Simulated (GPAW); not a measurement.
# The Se K excitation threshold of SnSe (Fm-3m) under uniform strain

For each volume the threshold was computed as E(hole) − E(ground) plus the lowest empty eigenvalue of the hole cell (GPAW, LDA, 8-atom cell, total energies on 3×3×3 k points, the eigenvalue on 4×4×4, hole spin-paired). The values are raw; only their change is used. The threshold is the spectrum's zero, where absorption may be weak, not the visible edge.

| volume | ln(V/V₀) | threshold (eV) |
| --- | --- | --- |
| V × 0.94 | -0.06188 | 12671.133 |
| V × 0.97 | -0.03046 | 12671.018 |
| V × 1 | +0.00000 | ? |
| V × 1.03 | +0.02956 | 12670.812 |
| V × 1.06 | +0.05827 | 12670.710 |

Question: Fit a straight line in ln(V/V₀), give its slope, and predict the threshold at V × 1.

The means of the given rows are x̄ = -0.00113 and Ē = 12670.918 eV. Σ(x − x̄)(E − Ē) = -0.0316 and Σ(x − x̄)² = 0.009021, so the slope is -3.50 eV, and the line passes the given rows within 0.003 eV. At x = +0.00000 it gives 12670.918 + (-3.50) × (+0.00113) = 12670.914 eV. The run gives 12670.911 eV, a miss of +0.003 eV over a total move of -0.423 eV. The slope is the clamped-ion volume deformation potential of the lowest empty level of the hole cell on this mesh (the hole may pull it below the band edge) against the Se 1s level, with the hole's relaxation included: the threshold falls by 0.035 eV for 1 % of expansion. The charged cell's image error also scales with the cell's size and isn't taken out.

[Hosts, paths, dates, database ids (printed as entryN), source tags and the programs' standing remarks are cut or masked in the printed files.]

[Lists of maxima count a maximum above −3 eV only where it reaches 4 % of the highest in the window and stands out from its surroundings by 2 % of it (1.5 % where it reaches 55 %); shoulders and weaker maxima are passed over, and of the rest the first, up to two pre-edge ones and the few strongest are named.]
